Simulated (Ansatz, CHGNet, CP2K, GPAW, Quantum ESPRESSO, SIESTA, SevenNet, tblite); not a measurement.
# Running random packing of 61Li2S-17P2S5-22LiCl (mol %) (62 atoms) with CP2K

How do the settings of CP2K change the result for random packing of 61Li2S-17P2S5-22LiCl (mol %) (62 atoms)? A plane-wave run serves as the yardstick.

Program: CP2K 2026.2. Level of theory: the method is named at each step. Results are calculated unless marked as measured.

**1. Set-up**

The cell holds 62 atoms: 26 Li, 26 S, 6 P and 4 Cl. Its edges and angles: a = 10.731 Å, b = 10.731 Å, c = 10.731 Å, α = 90.0°, β = 90.0°, γ = 90.0°. 62 atoms (26 Li, 26 S, 6 P, 4 Cl) packed at random in a cube at 1.8 g/cm³ and pushed apart as soft spheres, cations and anions kept from their own kind; a start for melting by ab initio MD, not an equilibrated structure. Then every atom was moved at random, 0.05 Å r.m.s. a Cartesian component.

The yardstick, on the same geometry:

* method: Kohn-Sham DFT, PBE, SSSP efficiency 1.3.0 pseudopotentials, plane waves (Quantum ESPRESSO 7.5); sssp-pbe-1.3.0-efficiency, cutoffs 45/360 Ry, Γ point
* r.m.s. force component: 0.6157 eV/Å
* longest force: 2.337 eV/Å
* pressure: -0.6467 GPa
* time: 6.3 min on 2 MPI ranks of Arm Neoverse V2, shared host
* CPU time: 13 min

**2. PBE, DZVP-MOLOPT-SR, 600/50 Ry, diagonalisation**

Method: Kohn-Sham DFT, PBE, GTH-PBE pseudopotentials, Gaussian and plane waves, DZVP-MOLOPT-SR-GTH, diagonalisation.

Input file input.inp:

```
&GLOBAL
  PROJECT cell
  RUN_TYPE ENERGY_FORCE
  PRINT_LEVEL LOW
&END GLOBAL
&FORCE_EVAL
  METHOD QS
  STRESS_TENSOR ANALYTICAL
  &DFT
    BASIS_SET_FILE_NAME BASIS_MOLOPT
    POTENTIAL_FILE_NAME GTH_POTENTIALS
    &MGRID
      CUTOFF 600
      REL_CUTOFF 50
      NGRIDS 5
    &END MGRID
    &QS
      EPS_DEFAULT 1.0E-12
    &END QS
    &SCF
      SCF_GUESS ATOMIC
      EPS_SCF 1.0E-06
      MAX_SCF 200
      ADDED_MOS 14
      &DIAGONALIZATION
        ALGORITHM STANDARD
      &END DIAGONALIZATION
      &SMEAR ON
        METHOD FERMI_DIRAC
        ELECTRONIC_TEMPERATURE [K] 580
      &END SMEAR
      &MIXING
        METHOD BROYDEN_MIXING
        ALPHA 0.3
        NBROYDEN 8
      &END MIXING
      &PRINT
        &RESTART OFF
        &END RESTART
      &END PRINT
    &END SCF
    &XC
      &XC_FUNCTIONAL PBE
      &END XC_FUNCTIONAL
    &END XC
    &PRINT
      &MULLIKEN ON
      &END MULLIKEN
      &LOWDIN ON
      &END LOWDIN
      &HIRSHFELD ON
      &END HIRSHFELD
      &MO ON
        EIGENVALUES T
        OCCUPATION_NUMBERS T
        MO_INDEX_RANGE 135 158
        &EACH
          QS_SCF 0
        &END EACH
        ADD_LAST NUMERIC
      &END MO
    &END PRINT
  &END DFT
  &SUBSYS
    &CELL
      A 10.73070 0.00000 0.00000
      B 0.00000 10.73070 0.00000
      C 0.00000 0.00000 10.73070
    &END CELL
    &COORD
      Li 10.42166 0.05891 6.18958
      Li 4.38188 8.68586 1.65832
      Li 10.51973 5.40924 4.61431
      Li 7.18528 0.30765 1.02081
      Li 3.42095 2.89117 6.01874
      Li 5.11919 5.40516 8.78973
      Li 1.70532 3.87679 10.72941
      Li 7.87075 9.13923 7.92516
      Li 9.10822 3.70842 10.24084
      Li 1.99097 1.19422 3.76551
      Li 0.80405 9.13204 8.83448
      Li 0.26269 1.81510 8.55827
      Li 9.31339 3.61871 6.98429
      Li 4.53833 0.57935 8.24515
      Li 8.69959 3.56528 3.06565
      Li 5.03377 2.34605 1.69309
      Li 6.04954 10.53240 5.86722
      Li 4.70981 7.29194 6.48285
      Li 7.38058 6.40408 3.05782
      Li 1.56668 9.01776 2.91768
      Li 1.49307 0.86661 0.66090
      Li 1.29251 5.03484 7.34044
      Li 8.02753 9.58112 3.65316
      Li 9.18999 7.82933 0.97209
      Li 4.37609 8.66976 9.22808
      Li 0.62260 5.95414 1.86832
      S 6.33744 7.31447 8.17272
      S 4.74994 4.03249 3.17886
      S 5.49197 6.72128 4.15332
      S 7.88621 8.81903 10.16852
      S 0.27953 3.97787 8.87633
      S 1.71702 3.36536 3.13916
      S 7.46567 1.94322 5.26523
      S 2.70821 6.80176 2.80565
      S 4.26642 9.26049 5.35537
      S 10.07602 7.96078 3.24110
      S 0.16257 2.27298 6.18045
      S 9.19911 0.86565 9.74991
      S 7.35107 4.84888 6.72976
      S 2.30002 0.61991 8.45407
      S 6.64981 8.49796 2.16867
      S 5.02122 0.56046 3.20869
      S 5.94459 2.46109 7.71419
      S 7.17261 2.59758 1.33222
      S 2.99762 5.80263 5.76346
      S 5.87849 5.84136 1.00386
      S 3.57740 3.06769 9.50289
      S 8.98653 8.97333 5.82988
      S 9.27594 1.27588 2.77560
      S 4.27533 0.48428 0.16150
      S 1.28543 9.30824 5.33284
      S 9.19653 5.08045 1.21890
      P 6.30547 3.44863 10.24320
      P 10.00251 10.27561 1.88560
      P 7.72374 1.82916 8.62501
      P 8.34709 6.88986 5.68663
[... 2 atom lines left out ...]
      Cl 2.74148 8.38433 7.77042
      Cl 10.15682 6.25739 6.78255
      Cl 0.82337 8.32305 0.51389
      Cl 2.99301 6.63780 10.29525
    &END COORD
    &KIND Li
      BASIS_SET DZVP-MOLOPT-SR-GTH-q3
      POTENTIAL GTH-PBE-q3
    &END KIND
    &KIND S
      BASIS_SET DZVP-MOLOPT-SR-GTH-q6
      POTENTIAL GTH-PBE-q6
    &END KIND
    &KIND P
      BASIS_SET DZVP-MOLOPT-SR-GTH-q5
      POTENTIAL GTH-PBE-q5
    &END KIND
    &KIND Cl
      BASIS_SET DZVP-MOLOPT-SR-GTH-q7
      POTENTIAL GTH-PBE-q7
    &END KIND
  &END SUBSYS
  &PRINT
    &FORCES ON
    &END FORCES
    &STRESS_TENSOR ON
    &END STRESS_TENSOR
  &END PRINT
&END FORCE_EVAL
```

Run with:

```
$ OMP_NUM_THREADS=2 cp2k.psmp -i input.inp > output.txt
```

Numbers of over 12 decimals in the logs are rounded to 6 here.

The program printed:

```text
CP2K| version string:                                       CP2K version 2026.2
 CP2K| Input file name                                                 input.inp
 GLOBAL| Basis set file name                                        BASIS_MOLOPT
 GLOBAL| Potential file name                                      GTH_POTENTIALS
 GLOBAL| Run type                                                   ENERGY_FORCE
 GLOBAL| Total number of message passing processes                             1
 GLOBAL| Number of threads for this process                                    2
 TOTAL NUMBERS AND MAXIMUM NUMBERS
  Total number of            - Atomic kinds:                                   4
                             - Atoms:                                         62
                             - Shell sets:                                    62
                             - Shells:                                       284
                             - Primitive Cartesian functions:                274
                             - Cartesian basis functions:                    660
                             - Spherical basis functions:                    624
  Maximum angular momentum of- Orbital basis functions:                        2
                             - Local part of the GTH pseudopotential:          6
                             - Non-local part of the GTH pseudopotential:      2
 SCF PARAMETERS         Density guess:                                    ATOMIC
                        max_scf:                                             200
                        eps_scf:                                        1.00E-06
                        added MOs                                        14    0
                        Mixing method:                            BROYDEN_MIXING
                                                charge density mixing in g-space
                        Smear method:                                FERMI_DIRAC
                        Electronic temperature [K]:                        580.0
                        Electronic temperature [a.u.]:                  1.84E-03
                        Accuracy threshold:                             1.00E-10
 Extrapolation method: initial_guess
 Number of electrons:                                                        292
 Number of occupied orbitals:                                                146
 Number of molecular orbitals:                                               160
 Number of orbital functions:                                                624
 Number of independent orbital functions:                                    624
 SCF WAVEFUNCTION OPTIMIZATION
  Step     Update method      Time    Convergence         Total energy    Change
     1 NoMix/Diag. 0.30E+00    3.9     0.83896799      -561.3237848142 -5.61E+02
 *** the last MO => Add more MOs for proper smearing.                   ***
     2 Broy./Diag. 0.30E+00    5.0     1.13357347      -554.4434196690  6.88E+00
 *** the last MO => Add more MOs for proper smearing.                   ***
     3 Broy./Diag. 0.30E+00    5.1     0.62574237      -558.4633538330 -4.02E+00
 *** the last MO => Add more MOs for proper smearing.                   ***
     4 Broy./Diag. 0.30E+00    5.3     0.37734312      -558.8962242184 -4.33E-01
[...]
*** the last MO => Add more MOs for proper smearing.                   ***
    32 Broy./Diag. 0.30E+00    5.3     0.00000114      -559.6393655197 -2.41E-06
 *** the last MO => Add more MOs for proper smearing.                   ***
    33 Broy./Diag. 0.30E+00    5.4     0.00000093      -559.6393670070 -1.49E-06
  *** SCF run converged in    33 steps ***
  Electronic density on regular grids:       -292.0000000000        0.0000000000
  Core density on regular grids:              291.9999999996       -0.0000000004
  Total charge density on r-space grids:       -0.0000000004
  Total charge density g-space grids:          -0.0000000004
  Overlap energy of the core charge distribution:               2.88169e-09
  Self energy of the core charge distribution:              -1026.954077
  Core Hamiltonian energy:                                    201.032493
  Hartree energy:                                             394.029927
  Exchange-correlation energy:                               -127.733852
  Electronic entropic energy:                                  -0.013857
  Fermi energy:                                                 0.082722
  Total energy:                                              -559.639367
  Total energy (extrapolated to T->0):                       -559.632438
 MO| EIGENVALUES AND OCCUPATION NUMBERS
 MO|
 MO|  Index      Eigenvalue [a.u.]        Eigenvalue [eV]             Occupation
 MO|    135               0.062103               1.689911               1.999973
 MO|    136               0.063275               1.721791               1.999950
 MO|    137               0.065460               1.781262               1.999834
[...]
MO|    157               0.104957               2.856038               0.000011
 MO|    158               0.108595               2.955020               0.000002
 MO| Sum:                                                             292.000000
 MO| E(Fermi):            0.082722 a.u.          2.250980 eV
 !-----------------------------------------------------------------------------!
                     Mulliken Population Analysis
 #  Atom  Element  Kind  Atomic population                           Net charge
       1     Li       1          2.742201                              0.257799
       2     Li       1          2.721738                              0.278262
       3     Li       1          2.543920                              0.456080
[...]
# Total charge                            292.000000                 -0.000000
 !-----------------------------------------------------------------------------!
 !-----------------------------------------------------------------------------!
                           Hirshfeld Charges
  #Atom  Element  Kind  Ref Charge     Population                    Net charge
      1       Li     1       3.000          3.273                        -0.273
      2       Li     1       3.000          3.057                        -0.057
      3       Li     1       3.000          2.907                         0.093
[...]
61       Cl     4       7.000          7.023                        -0.023
     62       Cl     4       7.000          7.179                        -0.179
  Total Charge                                                           -0.000
 !-----------------------------------------------------------------------------!
 LOWDIN POPULATION ANALYSIS
 #  Atom  Element  Kind  Atomic population                           Net charge
[...]
61     Cl       4          7.035577                             -0.035577
      62     Cl       4          7.151428                             -0.151428
 # Total charge                            292.000000                 -0.000000
 ENERGY| Total FORCE_EVAL ( QS ) energy [hartree]           -559.639364
 FORCES| Atomic forces [hartree/bohr]
 FORCES|   Atom     x               y               z               |f|
 FORCES|      1  4.66920355E-03  8.68829003E-03 -2.86211681E-03   1.02703241E-02
 FORCES|      2 -2.51624109E-03 -1.24478691E-03  2.75557645E-03   3.93372155E-03
 FORCES|      3  1.63774529E-02 -2.79791160E-03 -1.23551963E-02   2.07050754E-02
[...]
FORCES|     61 -3.10005842E-03  9.59953341E-03 -1.24391489E-02   1.60154247E-02
 FORCES|     62  1.35562925E-02 -1.29185418E-02  1.50844639E-03   1.87866229E-02
 FORCES| Sum    -3.53035938E-05  2.06985669E-05  2.83544750E-05
 FORCES| Total atomic force                                       4.97870531E-05
 STRESS| Analytical stress tensor [bar]
 STRESS|                        x                   y                   z
 STRESS|      x       -6.34414146757E+03  -2.88243872176E+03  -3.39240581941E+02
 STRESS|      y       -2.88243872176E+03  -5.05371221130E+03   3.26680159586E+03
 STRESS|      z       -3.39240581941E+02   3.26680159586E+03   2.23281359340E+01
 STRESS| 1/3 Trace                                            -3.79184184764E+03
```

The job ended after 3.1 min (2 threads of Arm Neoverse V2, shared host; peak memory 2.9 GiB; 5.7 min of CPU time).

Banners, paths, timers and routine set-up lines are dropped from the logs unmarked, and long logs keep their key lines alone; longer cuts are marked.

Numbers from this run, and their distance from the reference:

- r.m.s. force component: 0.6292 eV/Å
- r.m.s. difference of force components: 43.84 meV/Å
- longest difference of force vectors: 200.7 meV/Å
- force difference over r.m.s. force: 7.12 %
- slope of forces against the reference's: 1.02
- correlation of force components: 0.9978
- pressure: -0.3792 GPa
- pressure difference: 0.2675 GPa

Length of the force difference by element (eV/Å):

```csv
element,atoms,mean,most
Cl,4,0.082,0.16
Li,26,0.052,0.14
P,6,0.12,0.20
S,26,0.063,0.11
```

The surroundings of Li19, picked at random, nearest first, numbered as they follow in the input and with coordinates relative to it.

```csv
atom,x,y,z,distance (Å),Mulliken charge (e),Fx,Fy,Fz (eV/Å)
Li19,0.00,0.00,0.00,0.00,0.05,0.87,-0.09,-1.01
S29,-1.89,0.32,1.10,2.21,0.06,0.65,-0.47,1.70
S41,-0.73,2.09,-0.89,2.39,-0.29,-0.21,-0.01,-0.76
S46,-1.50,-0.56,-2.05,2.61,0.01,0.44,-0.84,-0.15
P58,-1.45,-1.78,1.66,2.83,-0.12,-0.31,0.99,-0.37
P56,0.97,0.49,2.63,2.84,-0.07,-2.01,0.18,-1.41
S52,1.82,-1.32,-1.84,2.90,-0.44,0.29,1.02,1.00
Li24,1.81,1.43,-2.09,3.11,0.18,0.11,-0.59,0.23
S36,2.70,1.56,0.18,3.12,-0.26,-0.13,0.21,-0.01
Li15,1.32,-2.84,0.01,3.13,0.27,-0.24,-0.01,-0.15
```

Forces lie 7.1 % from the reference's, at 0.45 times its CPU time.

**3. PBE, SZV-MOLOPT-SR, 600/50 Ry, diagonalisation**

Method: Kohn-Sham DFT, PBE, GTH-PBE pseudopotentials, Gaussian and plane waves, SZV-MOLOPT-SR-GTH, diagonalisation.

Changes to input.inp since step 2:

```diff
@@ -50,4 +50,2 @@
       &END LOWDIN
-      &HIRSHFELD ON
-      &END HIRSHFELD
       &MO ON
@@ -70,6 +68,31 @@
     &COORD
-[... 62 atom lines left out: the same atoms as in the first run ...]
+      SCALED
+      Li 0.97120 0.00549 0.57681
+      Li 0.40835 0.80944 0.15454
+      Li 0.98034 0.50409 0.43001
+      Li 0.66960 0.02867 0.09513
+      Li 0.31880 0.26943 0.56089
+      Li 0.47706 0.50371 0.81912
+      Li 0.15892 0.36128 0.99988
+      Li 0.73348 0.85169 0.73855
+      Li 0.84880 0.34559 0.95435
+      Li 0.18554 0.11129 0.35091
+      Li 0.07493 0.85102 0.82329
+      Li 0.02448 0.16915 0.79755
+      Li 0.86792 0.33723 0.65087
+      Li 0.42293 0.05399 0.76837
+      Li 0.81072 0.33225 0.28569
+      Li 0.46910 0.21863 0.15778
+      Li 0.56376 0.98152 0.54677
+      Li 0.43891 0.67954 0.60414
+      Li 0.68780 0.59680 0.28496
+      Li 0.14600 0.84037 0.27190
+[... 38 atom lines left out ...]
+      Cl 0.25548 0.78134 0.72413
+      Cl 0.94652 0.58313 0.63207
+      Cl 0.07673 0.77563 0.04789
+      Cl 0.27892 0.61858 0.95942
     &END COORD
     &KIND Li
-      BASIS_SET DZVP-MOLOPT-SR-GTH-q3
+      BASIS_SET SZV-MOLOPT-SR-GTH-q3
       POTENTIAL GTH-PBE-q3
@@ -77,3 +100,3 @@
     &KIND S
-      BASIS_SET DZVP-MOLOPT-SR-GTH-q6
+      BASIS_SET SZV-MOLOPT-SR-GTH-q6
       POTENTIAL GTH-PBE-q6
@@ -81,3 +104,3 @@
     &KIND P
-      BASIS_SET DZVP-MOLOPT-SR-GTH-q5
+      BASIS_SET SZV-MOLOPT-SR-GTH-q5
       POTENTIAL GTH-PBE-q5
@@ -85,3 +108,3 @@
     &KIND Cl
-      BASIS_SET DZVP-MOLOPT-SR-GTH-q7
+      BASIS_SET SZV-MOLOPT-SR-GTH-q7
       POTENTIAL GTH-PBE-q7
```

Run with:

```
$ OMP_NUM_THREADS=1 cp2k.psmp -i input.inp > output.txt
```

The program printed:

```text
CP2K| version string:                                       CP2K version 2026.2
 CP2K| Input file name                                                 input.inp
 GLOBAL| Basis set file name                                        BASIS_MOLOPT
 GLOBAL| Potential file name                                      GTH_POTENTIALS
 GLOBAL| Run type                                                   ENERGY_FORCE
 GLOBAL| Total number of message passing processes                             1
 GLOBAL| Number of threads for this process                                    1
 TOTAL NUMBERS AND MAXIMUM NUMBERS
  Total number of            - Atomic kinds:                                   4
                             - Atoms:                                         62
[... lines left out ...]
                        Smear method:                                FERMI_DIRAC
[... lines left out ...]
 Number of electrons:                                                        292
[... lines left out ...]
  Step     Update method      Time    Convergence         Total energy    Change
[... lines left out ...]
  *** SCF run converged in    41 steps ***
[... lines left out ...]
  Fermi energy:                                                 0.191807
  Total energy:                                              -553.384888
  Total energy (extrapolated to T->0):                       -553.376881
[... lines left out ...]
 MO| E(Fermi):            0.191807 a.u.          5.219324 eV
[... lines left out ...]
       1     Li       1          2.836953                              0.163047
       2     Li       1          2.804635                              0.195365
       3     Li       1          2.832373                              0.167627
[...]
# Total charge                            292.000000                 -0.000000
 !-----------------------------------------------------------------------------!
 LOWDIN POPULATION ANALYSIS
 #  Atom  Element  Kind  Atomic population                           Net charge
[...]
61     Cl       4          7.478113                             -0.478113
      62     Cl       4          7.486883                             -0.486883
 # Total charge                            292.000000                 -0.000000
 ENERGY| Total FORCE_EVAL ( QS ) energy [hartree]           -553.384889
 FORCES| Atomic forces [hartree/bohr]
 FORCES|   Atom     x               y               z               |f|
 FORCES|      1  9.14809194E-04  9.28683662E-03 -2.06804920E-03   9.55819218E-03
 FORCES|      2 -6.91907043E-03  1.29637497E-03  1.23011462E-03   7.14613921E-03
 FORCES|      3  2.01607421E-02 -1.01372976E-02 -1.42799915E-02   2.67046528E-02
[...]
FORCES|     61 -2.17352391E-04  9.07997410E-03 -1.88879125E-02   2.09582063E-02
 FORCES|     62  2.17985943E-02 -2.55193725E-02  3.41156186E-03   3.37350832E-02
 FORCES| Sum    -3.67078340E-05  1.96836837E-05  2.90429836E-05
 FORCES| Total atomic force                                       5.07780206E-05
 STRESS| Analytical stress tensor [bar]
 STRESS|                        x                   y                   z
 STRESS|      x        4.85231973504E+04  -1.39018179349E+04   4.28709860263E+03
 STRESS|      y       -1.39018179349E+04   4.31361201225E+04   4.28722476110E+03
 STRESS|      z        4.28709860263E+03   4.28722476110E+03   6.44907930512E+04
 STRESS| 1/3 Trace                                             5.20500368414E+04
```

Run time: 3.8 min. Hardware: 1 thread; peak memory 2.8 GiB.

Against the reference:

- r.m.s. force component: 1.193 eV/Å
- r.m.s. difference of force components: 860.9 meV/Å
- longest difference of force vectors: 4908 meV/Å
- force difference over r.m.s. force: 139.8 %
- slope of forces against the reference's: 1.4
- correlation of force components: 0.7225
- pressure: 5.205 GPa
- pressure difference: 5.852 GPa

This is a coarse setting, run to see what it loses.

Against the first run (7.1 %), the force difference from the reference is 140 %, at 0.68 times the CPU time (on 1 against 2 cores), with 196 basis functions against 624: the smaller basis costs accuracy.

[end of part 1 of 2]

[Also dropped from logs without a mark: logging warnings of Python, and SIESTA's first energy breakdown and zero terms.]

[Logs are printed without paths, hosts, clocks, repeated set-up lines and the standing remarks that a program may print on its own settings, such as how far it seeks lower states.]

[Hosts, paths, dates, database ids (printed as entryN), source tags and the programs' standing remarks are cut or masked in the printed files.]
